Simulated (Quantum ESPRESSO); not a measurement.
# Near-edge structure at the O K edge of CSO (Cm), part 2 of 2

Aim: the near-edge shape at the O K edge of CSO (Cm), and what the core hole does to it.

Quantum ESPRESSO 7.5; X-ray absorption near-edge structure, plane-wave PAW LDA, one-electron final states by a Lanczos continued fraction.

So far. Step 8 (Spectrum with FCH, O atom 2): The hole costs E(hole) − E(ground) = 536.25 eV, and the lowest empty level of the hole cell lies at 0.17 eV, which puts the zero at 536.42 eV. One term is added: -8.83 eV, since the hole is spin-paired here and a spin-polarised one costs that much less in the free atom (computed apart). The photon energy is then 527.59 eV.

### 12. Reference energy of the cell

The cell and mesh change for the next run, so it gets a reference energy of its own.

Contents of scf.in:

```
&control
   calculation='scf', prefix='x', pseudo_dir='../pp', outdir='tmp', tprnfor=.true.
/
&system
   ibrav=0, nat=3, ntyp=3, nbnd=12
   ecutwfc=50, ecutrho=400
   occupations='fixed'
/
&electrons
   conv_thr=3.0e-08, electron_maxstep=120
   mixing_beta=0.5
/
ATOMIC_SPECIES
S 1.0 S.lda-nl-kjpaw.UPF
O 1.0 O.lda-n-kjpaw.UPF
C 1.0 C.lda-n-kjpaw.UPF
CELL_PARAMETERS angstrom
  -0.93099000 0.00000000 4.14162300
  2.60071600 -3.62786100 0.00000000
  2.60071600 3.62786100 0.00000000
ATOMIC_POSITIONS crystal
S    0.99850500 0.31168200 0.31168200
O    0.43642900 0.78374200 0.78374200
C    0.24834500 0.58038700 0.58038700
K_POINTS automatic
4 4 4 0 0 0
```

Launch:

```bash
OMP_NUM_THREADS=1 mpirun --oversubscribe --bind-to none -np 4 pw.x -nk 4 -in scf.in > scf.out
```

Run time: 4.9 s. Hardware: 4 MPI ranks of Arm Neoverse V2, shared host; peak memory 0.09 GiB; 19 s of CPU time.

### 13. Cell with FCH, O atom 2

A smaller cell brings the holes closer; here they are 4.2 Å apart.

Changed against the first core-hole run: supercell atoms from 9 to 3.

scf.in, as its differences from that of step 12:

```diff
@@ -7,2 +7,3 @@
    occupations='fixed'
+   tot_charge=1
 /
@@ -14,3 +15,3 @@
 S 1.0 S.lda-nl-kjpaw.UPF
-O 1.0 O.lda-n-kjpaw.UPF
+O0 1.0 O.lda-n-kjpaw-1sch.UPF
 C 1.0 C.lda-n-kjpaw.UPF
@@ -22,3 +23,3 @@
 S    0.99850500 0.31168200 0.31168200
-O    0.43642900 0.78374200 0.78374200
+O0   0.43642900 0.78374200 0.78374200
 C    0.24834500 0.58038700 0.58038700
```

Wall time 4 s (4 MPI ranks); peak memory 0.09 GiB.

### 14. Spectrum with FCH, O atom 2

Changed against the first core-hole run: supercell atoms from 9 to 3.

Contents of xspectra.in:

```
&input_xspectra
   calculation='xanes_dipole', edge='K'
   prefix='x', outdir='tmp', xiabs=2, xe0=-0.9024
   xonly_plot=.false., x_save_file='xanes.sav'
   xniter=3000, xcheck_conv=20, xerror=0.005
   xcoordcrys=.false., xepsilon(1)=1, xepsilon(2)=0, xepsilon(3)=0
/
&plot
   xnepoint=413, xemin=-10, xemax=45, terminator=.true., cut_occ_states=.true.
   xgamma=0.4
/
&pseudos
   filecore='../O.wfc'
/
&cut_occ
   cut_desmooth=0.1, cut_stepl=0.05, cut_stepu=0.05, cut_ierror=1e-5
/
6 6 6 0 0 0
```

Launch:

```bash
OMP_NUM_THREADS=1 mpirun --oversubscribe --bind-to none -np 4 xspectra.x -nk 4 -in xspectra.in > xspectra.out
```

The job ended after 86 s (4 MPI ranks; peak memory 0.08 GiB; 5.7 min of CPU time).

These settings depart from the first run's and aren't meant as converged.

Against the first run the r.m.s. difference is 23 %. A shift of +0.2 eV leaves 13 %. The highest intensity below 16 eV goes from 0.1 eV (5.05) to 0.3 eV (4.72).

```csv
E (eV),first run,this run
-2.0,0.20,0.18
-0.5,1.67,1.15
1.0,0.94,1.33
2.5,1.26,0.91
4.0,0.48,0.53
5.5,0.42,0.43
7.0,0.95,0.78
8.5,0.68,0.65
10.0,1.23,1.09
11.5,1.15,0.96
13.0,1.13,1.33
14.5,1.20,0.93
16.0,0.90,1.07
17.5,1.04,0.92
19.0,0.73,0.85
20.5,0.86,0.75
22.0,0.75,0.78
23.5,0.78,0.68
25.0,0.74,0.69
26.5,0.76,0.75
28.0,0.82,0.86
29.5,0.89,0.85
31.0,0.70,0.62
```

### 15. With and without the hole

Both curves are counted from their own zero, so only the shift of weight within the empty states shows.

```csv
E (eV),no hole,FCH
-2.0,0.19,0.20
-1.0,0.52,0.79
0.0,3.39,4.72
1.0,2.31,0.94
2.0,0.74,0.70
3.0,0.76,1.33
4.0,0.73,0.48
5.0,0.75,0.34
6.0,0.58,0.51
7.0,0.49,0.95
8.0,0.69,0.95
9.0,0.74,0.68
10.0,0.80,1.23
11.0,0.91,1.09
12.0,1.14,1.07
13.0,1.01,1.13
14.0,0.84,1.22
15.0,0.98,1.11
16.0,0.88,0.90
17.0,0.80,1.06
18.0,0.79,0.94
19.0,0.80,0.73
20.0,0.82,0.83
21.0,0.83,0.80
22.0,0.80,0.75
23.0,0.72,0.74
24.0,0.66,0.76
25.0,0.68,0.74
26.0,0.70,0.72
27.0,0.81,0.81
28.0,0.86,0.82
29.0,0.83,0.92
30.0,0.76,0.83
31.0,0.68,0.70
32.0,0.64,0.59
```

With each curve scaled to its own mean, the area from −2 to 6 eV with the hole is 8.9 against 10.0, and the centre of weight from −1 to 20 eV moves by +0.6 eV (first and strongest maxima below 20 eV: 0.4 eV (5.06), 12.4 eV (1.28) and 14.8 eV (0.99) without the hole, 0.1 eV (5.05), 2.8 eV (1.40) and 10.2 eV (1.30) with it): the weight at the onset falls, probably as the absorber's own filled states drop away from the neighbours' empty ones and mix less with them. The hole also narrows the gap from 4.8 to 1.7 eV by pulling down the level that sets the zero, so features seem to sit higher above it.

### 16. What came out

```yaml
absorber_and_edge: O K, atom 2 of the ground-state input (counted from 1)
surroundings: 1 C at 1.18 Å (terminal, site symmetry m)
highest_intensity_below_16_ev: 0.1 eV above the zero, height 5.05
photon_energy_of_the_zero_with_the_added_terms: 527.6 eV (raw 536.4 eV; LDA puts this hole about 4 eV below PBE, itself good to a few eV)
```

In words: The O K edge of atom 2, with 1 C at 1.18 Å (terminal, site symmetry m), has its highest intensity of the first 16 eV at 0.1 eV above the zero, near 528 eV in photon energy (LDA puts this hole about 4 eV below PBE, itself good to a few eV), 5.0 times the mean level of the first 20 eV (Lorentzian half width 0.4 eV). With each curve scaled to its own mean, the area from −2 to 6 eV with the hole is 8.9 against 10.0, and the centre of weight from −1 to 20 eV moves by +0.6 eV (first and strongest maxima below 20 eV: 0.4 eV (5.06), 12.4 eV (1.28) and 14.8 eV (0.99) without the hole, 0.1 eV (5.05), 2.8 eV (1.40) and 10.2 eV (1.30) with it): the weight at the onset falls, probably as the absorber's own filled states drop away from the neighbours' empty ones and mix less with them. The hole also narrows the gap from 4.8 to 1.7 eV by pulling down the level that sets the zero, so features seem to sit higher above it. The neutral-cell energy lies +1.1 eV from the charged-cell zero, a gap made of the charged-cell error and of where the added electron settles. A cell with holes 4.2 Å apart changes the curve by 23 % r.m.s. (13 % after the best shift). At the O K edge of atom 2 polarisation matters most near 0.1 eV, where the curves differ by 4.1 on this scale. The holes are only 5.9 Å apart, so the shape is probably not converged with cell size; no larger cell was run here. The structure is a computed Materials Project entry and may be a hypothetical form.

[Logs are printed without paths, hosts, clocks, repeated set-up lines and the standing remarks that a program may print on its own settings, such as how far it seeks lower states.]

[Hosts, paths, dates, database ids (printed as entryN), source tags and the programs' standing remarks are cut or masked in the printed files.]

[Lists of maxima count a maximum above −3 eV only where it reaches 4 % of the highest in the window and stands out from its surroundings by 2 % of it (1.5 % where it reaches 55 %); shoulders and weaker maxima are passed over, and of the rest the first, up to two pre-edge ones and the few strongest are named.]
